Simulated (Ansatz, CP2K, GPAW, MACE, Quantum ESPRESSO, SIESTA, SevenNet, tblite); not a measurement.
# Quantum ESPRESSO on (5,5) carbon nanotube bundle (80 atoms): settings compared

How far do other settings of Quantum ESPRESSO move the forces in (5,5) carbon nanotube bundle (80 atoms)? One run of the same program serves as the yardstick.

Program: Quantum ESPRESSO 7.5. Level of theory: the method is named at each step. Results are calculated unless marked as measured.

### Step 1. The structure

The cell holds 80 atoms: 80 C. Cell: a = 10.081 Å, b = 10.081 Å, c = 9.840 Å, α = 90.0°, β = 90.0°, γ = 120.0°. It derives from C (graphene). Graphene sheet (a = 2.46 Å) rolled into a (5,5) tube of diameter 6.78 Å, 4 periods, hexagonal bundle with 3.3 Å between walls; not relaxed, displaced by a Gaussian of 0.02 Å. Then every atom was moved at random, 0.05 Å r.m.s. a Cartesian component. The structure's axis is c.

The yardstick, on the same geometry:

| Quantity | Value |
| --- | --- |
| method | Kohn-Sham DFT, PBE, SSSP efficiency 1.3.0 pseudopotentials, plane waves (Quantum ESPRESSO 7.5); sssp-pbe-1.3.0-efficiency, cutoffs 45/360 Ry, Γ point |
| r.m.s. force component | 3.583 eV/Å |
| longest force | 12.35 eV/Å |
| pressure | 10.02 GPa |
| time | 2.4 min on 2 MPI ranks of Arm Neoverse V1, shared host |
| CPU time | 4.9 min |

### Step 2. PBE, gbrv-1.5, 40/200 Ry

Method: Kohn-Sham DFT, PBE, GBRV 1.5 ultrasoft pseudopotentials, plane waves.

Input file pw.in:

```
&control
  calculation = 'scf'
  pseudo_dir = './pseudo'
  outdir = './tmp'
  disk_io = 'none'
  tprnfor = .true.
  tstress = .true.
/
&system
  ibrav = 0
  nat = 80
  ntyp = 1
  ecutwfc = 40
  ecutrho = 200
  nosym = .true.
  occupations = 'smearing'
  smearing = 'fd'
  degauss = 0.003675
/
&electrons
  conv_thr = 4.0e-07
  electron_maxstep = 100
  mixing_beta = 0.2
  mixing_mode = 'local-TF'
  diagonalization = 'david'
/
ATOMIC_SPECIES
C 12.011 C.upf
CELL_PARAMETERS angstrom
10.08135 0.00000 0.00000
-5.04067 8.73070 0.00000
0.00000 0.00000 9.84000
ATOMIC_POSITIONS crystal
C 0.36831 0.07859 0.12432
C 0.38901 0.15384 0.99695
C 0.37427 0.29408 0.00707
C 0.33234 0.32989 0.12140
C 0.23445 0.38922 0.12502
C 0.14582 0.37087 0.25608
C 0.99742 0.32948 0.00347
C 0.91723 0.29025 0.11772
C 0.77202 0.15265 0.13027
C 0.71041 0.07622 0.25448
C 0.62400 0.91278 0.99051
C 0.61086 0.84554 0.12711
C 0.63395 0.70995 0.13475
C 0.65052 0.65117 0.24708
C 0.77479 0.62645 0.25368
C 0.84139 0.62504 0.12164
C 0.99033 0.66434 0.12195
C 0.08438 0.71884 0.24548
C 0.22960 0.84707 0.25056
C 0.29750 0.92963 0.12676
C 0.36918 0.08249 0.36846
C 0.39367 0.15332 0.24612
C 0.36921 0.28946 0.25895
C 0.33529 0.34335 0.38194
C 0.23374 0.38069 0.37844
C 0.16958 0.38850 0.49349
C 0.99384 0.33917 0.24328
C 0.92808 0.30363 0.38011
C 0.76885 0.16104 0.36889
C 0.69736 0.06730 0.50448
C 0.62244 0.92499 0.25182
C 0.61206 0.83873 0.37588
C 0.62748 0.70096 0.38202
C 0.66526 0.66816 0.50794
C 0.77047 0.61598 0.50059
C 0.83903 0.61712 0.36883
C 0.99666 0.65839 0.37316
C 0.09523 0.71627 0.50901
C 0.22937 0.83744 0.50716
C 0.29585 0.91984 0.38204
C 0.36610 0.07434 0.62593
C 0.38184 0.15988 0.49706
C 0.37371 0.28506 0.49547
C 0.33993 0.34622 0.62042
C 0.23399 0.38644 0.62631
C 0.14622 0.38439 0.75731
C 0.00272 0.33270 0.49827
C 0.91460 0.28880 0.61963
C 0.76242 0.14563 0.62893
C 0.71222 0.08694 0.75171
C 0.63197 0.92016 0.50098
C 0.62217 0.85004 0.62103
C 0.63874 0.72307 0.62247
C 0.66621 0.66056 0.74695
C 0.77900 0.61192 0.74680
C 0.82856 0.60794 0.62744
[... 20 atom lines left out ...]
C 0.00565 0.66528 0.87296
C 0.07857 0.71533 0.99687
C 0.23301 0.83911 0.99462
C 0.29640 0.92402 0.86561
K_POINTS gamma
```

Started as:

```bash
OMP_NUM_THREADS=1 mpirun -np 2 pw.x -in pw.in > output.txt
```

The program printed:

```text
Program PWSCF
     gamma-point specific algorithms are used
     Parallelization info
     sticks:   dense  smooth     PW     G-vecs:    dense   smooth      PW
     Min        2496    2010    501               139468    99882   12469
     Max        2497    2011    502               139471    99885   12474
     Sum        4993    4021   1003               278939   199767   24943
     bravais-lattice index     =            0
     lattice parameter (alat)  =      19.0510  a.u.
     unit-cell volume          =    5844.6628 (a.u.)^3
     number of atoms/cell      =           80
     number of atomic types    =            1
     number of electrons       =       320.00
     number of Kohn-Sham states=          192
     kinetic-energy cutoff     =      40.0000  Ry
     charge density cutoff     =     200.0000  Ry
     scf convergence threshold =      4.0E-07
     mixing beta               =       0.2000
     number of iterations used =            8  local-TF  mixing
     Exchange-correlation= SLA  PW   PBE  PBE
                           (   1   4   3   4   0   0   0)
     crystal axes: (cart. coord. in units of alat)
               a(1) = (   1.000000   0.000000   0.000000 )
               a(2) = (  -0.500000   0.866025   0.000000 )
               a(3) = (   0.000000   0.000000   0.976060 )
     reciprocal axes: (cart. coord. in units 2 pi/alat)
               b(1) = (  1.000000  0.577350 -0.000000 )
               b(2) = (  0.000000  1.154701  0.000000 )
               b(3) = (  0.000000 -0.000000  1.024527 )
     PseudoPot. # 1 for C :
     Pseudo is Ultrasoft + core correction, Zval =  4.0
     atomic species   valence    mass     pseudopotential
     C                 4.00    12.01100     C ( 1.00)
     No symmetry found
   Cartesian axes
     number of k points=     1  Fermi-Dirac smearing, width (Ry)=  0.0037
                       cart. coord. in units 2pi/alat
        k(    1) = (   0.0000000   0.0000000   0.0000000), wk =   2.0000000
     Dense  grid:   139470 G-vectors     FFT dimensions: (  90,  90,  90)
     Smooth grid:    99884 G-vectors     FFT dimensions: (  80,  80,  75)
     Initial potential from superposition of free atoms
     starting charge     319.9968, renormalised to     320.0000
     Starting wfcs are  320 randomized atomic wfcs
     Self-consistent Calculation
     iteration #  1     ecut=    40.00 Ry     beta= 0.20
     total energy              =    -919.78573466 Ry
     estimated scf accuracy    <       8.62788442 Ry
     iteration #  2     ecut=    40.00 Ry     beta= 0.20
     total energy              =    -915.62976858 Ry
     estimated scf accuracy    <       6.77488077 Ry
     iteration #  3     ecut=    40.00 Ry     beta= 0.20
     total energy              =    -916.91402093 Ry
     estimated scf accuracy    <       0.62389322 Ry
     iteration #  4     ecut=    40.00 Ry     beta= 0.20
     total energy              =    -916.84016696 Ry
     estimated scf accuracy    <       0.37489519 Ry
     iteration #  5     ecut=    40.00 Ry     beta= 0.20
     total energy              =    -916.90411132 Ry
     estimated scf accuracy    <       0.09208279 Ry
     iteration #  6     ecut=    40.00 Ry     beta= 0.20
     total energy              =    -916.88671768 Ry
     estimated scf accuracy    <       0.05510354 Ry
     iteration #  7     ecut=    40.00 Ry     beta= 0.20
     total energy              =    -916.89964201 Ry
     estimated scf accuracy    <       0.01258206 Ry
     iteration #  8     ecut=    40.00 Ry     beta= 0.20
     total energy              =    -916.90014531 Ry
     estimated scf accuracy    <       0.00408953 Ry
     iteration #  9     ecut=    40.00 Ry     beta= 0.20
     total energy              =    -916.90086508 Ry
     estimated scf accuracy    <       0.00042886 Ry
     iteration # 10     ecut=    40.00 Ry     beta= 0.20
     total energy              =    -916.90072445 Ry
     estimated scf accuracy    <       0.00037877 Ry
     iteration # 11     ecut=    40.00 Ry     beta= 0.20
     total energy              =    -916.90077587 Ry
     estimated scf accuracy    <       0.00007223 Ry
     iteration # 12     ecut=    40.00 Ry     beta= 0.20
     total energy              =    -916.90077528 Ry
     estimated scf accuracy    <       0.00005057 Ry
     iteration # 13     ecut=    40.00 Ry     beta= 0.20
     total energy              =    -916.90078372 Ry
     estimated scf accuracy    <       0.00001069 Ry
     iteration # 14     ecut=    40.00 Ry     beta= 0.20
     total energy              =    -916.90078588 Ry
     estimated scf accuracy    <       0.00000286 Ry
     iteration # 15     ecut=    40.00 Ry     beta= 0.20
     total energy              =    -916.90078635 Ry
     estimated scf accuracy    <       0.00000183 Ry
     iteration # 16     ecut=    40.00 Ry     beta= 0.20
     End of self-consistent calculation
          k = 0.0000 0.0000 0.0000 ( 12472 PWs)   bands (ev):
   -15.0165 -14.7161 -14.6831 -14.2066 -14.0385 -13.9199 -13.7728 -13.7238
   -13.5132 -13.4813 -13.3817 -12.9672 -12.8860 -12.7534 -12.6554 -12.5194
   -12.4633 -11.7363 -11.6704 -11.5231 -11.3950 -11.0032 -10.8483 -10.6304
   -10.5497 -10.4886 -10.3727 -10.3334 -10.1380 -10.0703  -9.9869  -9.8422
    -9.7806  -9.7030  -9.5899  -9.4568  -9.3000  -9.1764  -8.3777  -8.3528
    -8.2297  -8.1480  -7.9685  -7.9420  -7.8042  -7.5647  -7.4872  -6.9156
    -6.7330  -6.6527  -6.5506  -6.4418  -6.3177  -6.1949  -6.1104  -6.0081
    -5.8210  -5.5754  -5.3875  -5.0584  -4.9474  -4.9314  -4.9008  -4.7477
    -4.5871  -4.5047  -4.3660  -4.2964  -4.1957  -4.1781  -4.1034  -3.9667
    -3.8386  -3.7344  -3.6192  -3.5344  -3.3351  -3.2930  -3.0974  -3.0039
    -2.9756  -2.8596  -2.7917  -2.7484  -2.7011  -2.5547  -2.5125  -2.4947
    -2.3546  -2.3150  -2.2852  -2.1687  -2.1279  -2.0787  -2.0491  -1.9619
[...]
2.7483   2.9842   3.1219   3.1860   3.3379   3.3724   4.4749   4.6111
     5.5334   5.6149   6.0447   6.2826   6.3950   6.4516   6.6418   6.8717
     6.9036   7.0885   7.2680   7.3124   7.4674   7.5825   7.6484   7.7360
     7.9053   8.0716   8.1362   8.3932   8.6789   8.7417   8.8621   8.9135
     9.4017   9.4411   9.6089   9.6679   9.7933   9.9051  10.0284  10.1703
     the Fermi energy is     5.0694 ev
!    total energy              =    -916.90078752 Ry
     estimated scf accuracy    <       0.00000010 Ry
     smearing contrib. (-TS)   =      -0.00001711 Ry
     internal energy E=F+TS    =    -916.90077041 Ry
     The total energy is F=E-TS. E is the sum of the following terms:
     one-electron contribution =    -711.84130718 Ry
     hartree contribution      =     490.96676739 Ry
     xc contribution           =    -291.86890380 Ry
     ewald contribution        =    -404.15732681 Ry
     convergence has been achieved in  16 iterations
     Forces acting on atoms (cartesian axes, Ry/au):
     atom    1 type  1   force =     0.04025249    0.18237879   -0.09284355
     atom    2 type  1   force =    -0.02982896    0.04487337    0.04676593
     atom    3 type  1   force =     0.05740793   -0.11058281   -0.25953343
     atom    4 type  1   force =     0.02819233    0.04335227    0.25673557
     atom    5 type  1   force =    -0.14363185   -0.01528951    0.05722506
     atom    6 type  1   force =     0.13002074    0.08128003   -0.14300720
     atom    7 type  1   force =     0.06254743    0.09307096   -0.13510677
     atom    8 type  1   force =    -0.07051569   -0.07742033    0.17002271
     atom    9 type  1   force =    -0.03861502   -0.02830243   -0.13508828
     atom   10 type  1   force =    -0.01028465    0.20287400   -0.07185788
     atom   11 type  1   force =     0.00758574    0.00538832    0.19321862
     atom   12 type  1   force =     0.01928518   -0.06840018   -0.03440608
[...]
atom   76 type  1   force =     0.04901467   -0.03300562    0.09886332
     atom   77 type  1   force =    -0.06973352   -0.03305944   -0.03032852
     atom   78 type  1   force =     0.04009565   -0.00394408    0.04180609
     atom   79 type  1   force =     0.01630726    0.10574301    0.07717198
     atom   80 type  1   force =    -0.03166903   -0.33221438    0.20672897
     Total force =     2.168908     Total SCF correction =     0.000468
     Computing stress (Cartesian axis) and pressure
          total   stress  (Ry/bohr**3)                   (kbar)     P=       96.04
   0.00065191  -0.00004719   0.00008851           95.90       -6.94       13.02
  -0.00004719   0.00095730  -0.00001850           -6.94      140.82       -2.72
   0.00008851  -0.00001850   0.00034944           13.02       -2.72       51.40
     Message from routine punch:
     Nothing written, as per user request (disk_io='none')
```

Elapsed: 79 s, on 2 MPI ranks of Arm Neoverse V1, shared host; peak memory 0.87 GiB; 2.6 min of CPU time.

Banners, paths, timers and routine set-up lines are dropped from the logs unmarked, and long logs keep their key lines alone; longer cuts are marked.

Compared with the plane-wave run:

- r.m.s. force component: 3.6 eV/Å
- r.m.s. difference of force components: 22.96 meV/Å
- longest difference of force vectors: 87.76 meV/Å
- force difference over r.m.s. force: 0.6407 %
- slope of forces against the reference's: 1.005
- correlation of force components: 1
- pressure: 9.604 GPa
- pressure difference: -0.412 GPa

The surroundings of C77, picked at random, nearest first, numbered as they follow in the input and with coordinates relative to it.

```csv
atom,x,y,z,distance (Å),bonds,Fx,Fy,Fz (eV/Å)
C77,0.00,0.00,0.00,0.00,3,-1.79,-0.85,-0.78
C78,0.48,0.44,1.22,1.38,3,1.03,-0.10,1.07
C76,-1.39,-0.39,0.01,1.44,3,1.26,-0.85,2.54
C58,0.62,0.42,-1.27,1.48,3,-6.18,-8.01,3.70
C59,1.20,1.52,-1.13,2.24,3,6.30,8.22,-5.09
C79,1.42,1.52,1.20,2.40,3,0.42,2.72,1.98
C55,-2.02,-0.47,-1.24,2.41,3,-5.80,0.39,5.05
C57,0.02,-0.05,-2.41,2.42,3,-1.12,-0.44,-1.88
C17,-0.15,-0.01,2.45,2.45,3,4.87,2.95,-0.22
```

Forces lie 0.64 % from the reference's, at 0.54 times its CPU time.

### Step 3. PBE, sssp-1.3.0-efficiency, 30/240 Ry

Method: Kohn-Sham DFT, PBE, SSSP efficiency 1.3.0 pseudopotentials, plane waves.

The pseudopotential files are exchanged too: ./pseudo now holds the set sssp-pbe-1.3.0-efficiency.

pw.in: that of step 2 with these lines changed.

```diff
@@ -12,4 +12,4 @@
   ntyp = 1
-  ecutwfc = 40
-  ecutrho = 200
+  ecutwfc = 30
+  ecutrho = 240
   nosym = .true.
```

The program printed:

```text
[banner, memory and clock lines left out]
Program PWSCF
     gamma-point specific algorithms are used
     bravais-lattice index     =            0
     lattice parameter (alat)  =      19.0510  a.u.
     unit-cell volume          =    5844.6628 (a.u.)^3
     number of atoms/cell      =           80
     number of atomic types    =            1
     number of electrons       =       320.00
     number of Kohn-Sham states=          192
     kinetic-energy cutoff     =      30.0000  Ry
[... lines left out ...]
     scf convergence threshold =      4.0E-07
[... lines left out ...]
     number of k points=     1  Fermi-Dirac smearing, width (Ry)=  0.0037
[... lines left out ...]
     total energy              =   -1475.40399086 Ry
[... lines left out ...]
     total energy              =   -1471.37041757 Ry
[... lines left out ...]
     total energy              =   -1472.64045713 Ry
[... lines left out ...]
     total energy              =   -1472.54167823 Ry
[... lines left out ...]
     total energy              =   -1472.54168535 Ry
[... lines left out ...]
   -12.4942 -11.7668 -11.7000 -11.5529 -11.4242 -11.0323 -10.8758 -10.6581
[...]
7.9182   8.1049   8.1420   8.4376   8.7223   8.7833   8.9028   8.9579
     9.3674   9.3961   9.6329   9.7060   9.8320   9.9454  10.0596  10.2055
     the Fermi energy is     5.1072 ev
!    total energy              =   -1472.54169700 Ry
     total all-electron energy =     -6093.669523 Ry
     estimated scf accuracy    <       0.00000022 Ry
     smearing contrib. (-TS)   =      -0.00001674 Ry
     internal energy E=F+TS    =   -1472.54168026 Ry
     The total energy is F=E-TS. E is the sum of the following terms:
     one-electron contribution =    -693.43894937 Ry
     hartree contribution      =     490.70940873 Ry
     xc contribution           =    -372.12583497 Ry
     ewald contribution        =    -404.15733061 Ry
     one-center paw contrib.   =    -493.52897405 Ry
     convergence has been achieved in  17 iterations
     negative rho (up, down):  1.017E-06 0.000E+00
     Forces acting on atoms (cartesian axes, Ry/au):
     atom    1 type  1   force =     0.04053380    0.18494589   -0.09397658
     atom    2 type  1   force =    -0.02940765    0.04473320    0.04649718
     atom    3 type  1   force =     0.05902801   -0.11079732   -0.26170910
[...]
atom   79 type  1   force =     0.01611916    0.10490370    0.07598707
     atom   80 type  1   force =    -0.03024512   -0.33552135    0.20880001
     Total force =     2.183950     Total SCF correction =     0.000637
     Computing stress (Cartesian axis) and pressure
     negative rho (up, down):  1.017E-06 0.000E+00
          total   stress  (Ry/bohr**3)                   (kbar)     P=       31.64
   0.00019863  -0.00004778   0.00009259           29.22       -7.03       13.62
  -0.00004778   0.00050654  -0.00001891           -7.03       74.51       -2.78
   0.00009259  -0.00001891  -0.00005982           13.62       -2.78       -8.80
     Message from routine punch:
     Nothing written, as per user request (disk_io='none')
```

Elapsed: 90 s, on 2 MPI ranks; peak memory 1.1 GiB.

Against the reference:

```yaml
r_m_s_force_component: 3.625 eV/Å
r_m_s_difference_of_force_components: 53.1 meV/Å
longest_difference_of_force_vectors: 215.4 meV/Å
force_difference_over_r_m_s_force: 1.482 %
slope_of_forces_against_the_reference_s: 1.012
correlation_of_force_components: 1
pressure: 3.164 GPa
pressure_difference: -6.852 GPa
energy_less_the_same_level_run_s: 103.8 meV/atom
r_m_s_force_difference_from_the_same_level_run: 53.1 meV/Å
```

This is a coarse setting, run to see what it loses.

Against the first run (0.64 %), the force difference from the reference is 1.5 %, at 1.1 times the CPU time.

### Step 4. The ladder

Differences are against the plane-wave reference, forces as r.m.s. over components; share is that over the reference's r.m.s. force, slope the least-squares factor from reference forces to these. Total energies of different programs have different zeros and aren't compared.

```csv
run,"Δ force, r.m.s. (meV/Å)",share (%),slope,Δ pressure (GPa),cores,CPU time,memory (GiB)
reference,-,-,-,-,2,4.9 min,1.8
"QE PBE, gbrv-1.5, 40/200 Ry",23.0,0.641,1.005,-0.412,2,2.6 min,0.87
"QE PBE, sssp-1.3.0-efficiency, 30/240 Ry (coarse)",53.1,1.48,1.012,-6.85,2,3 min,1.1
```

Rows marked coarse were listed beforehand as settings not expected to be converged; some can still land near the reference.

CPU time is summed over cores on a shared host, where runs went side by side, so it is rough. Symmetry, cutoffs, thresholds, outputs and thread counts weren't matched or tuned between programs; memory under MPI is the largest rank's times the ranks.

Within one program, basis, potentials and functional, energies share a zero. Each run against its twin at the usual cutoff or grid and solver:

```csv
run,twin,Δ energy (meV/atom),"Δ force, r.m.s. (meV/Å)",CPU time over the twin's
"QE PBE, sssp-1.3.0-efficiency, 30/240 Ry","sssp-1.3.0-efficiency, 45/360 Ry",104,53.1,0.61
```

### Step 5. What came out

```
nearest in forces : QE PBE, gbrv-1.5, 40/200 Ry, 0.64 %
its CPU time      : 2.6 min
```

**Reading.** PBE on plane waves or a grid with other potentials, cutoffs or grids, coarse settings apart, differs from the reference by 0.64 % (QE PBE, gbrv-1.5, 40/200 Ry) of the r.m.s. force; this holds the reference's own error, so differences of a few per cent don't tell which side is nearer the exact PBE result. Runs with settings chosen to be coarse differ by 1.5 % (QE PBE, sssp-1.3.0-efficiency, 30/240 Ry). None of the electronic-structure runs in the table takes under half the reference's CPU time of 4.9 min; they take 0.54 to 0.61 times as much. In pressure, QE PBE, sssp-1.3.0-efficiency, 30/240 Ry misses by -6.9 GPa, at the same functional; a cutoff this low leaves a large Pulay stress. The reference's pressure holds the uncorrected Pulay stress of its 45 Ry basis, so small pressure differences, and their order, may be the reference's own error. The reference's stress is far from hydrostatic: its diagonal is 9.9, 14.4, 5.7 GPa, compression counted positive. The reference's pressure of 10 GPa belongs to a cell and atoms that aren't relaxed at this level. The electronic-structure runs sample only Γ, in a cell whose shortest periodic width is 9 Å.

[Also dropped from logs without a mark: logging warnings of Python, and SIESTA's first energy breakdown and zero terms.]

[Logs are printed without paths, hosts, clocks, repeated set-up lines and the standing remarks that a program may print on its own settings, such as how far it seeks lower states.]

[Hosts, paths, dates, database ids (printed as entryN), source tags and the programs' standing remarks are cut or masked in the printed files.]
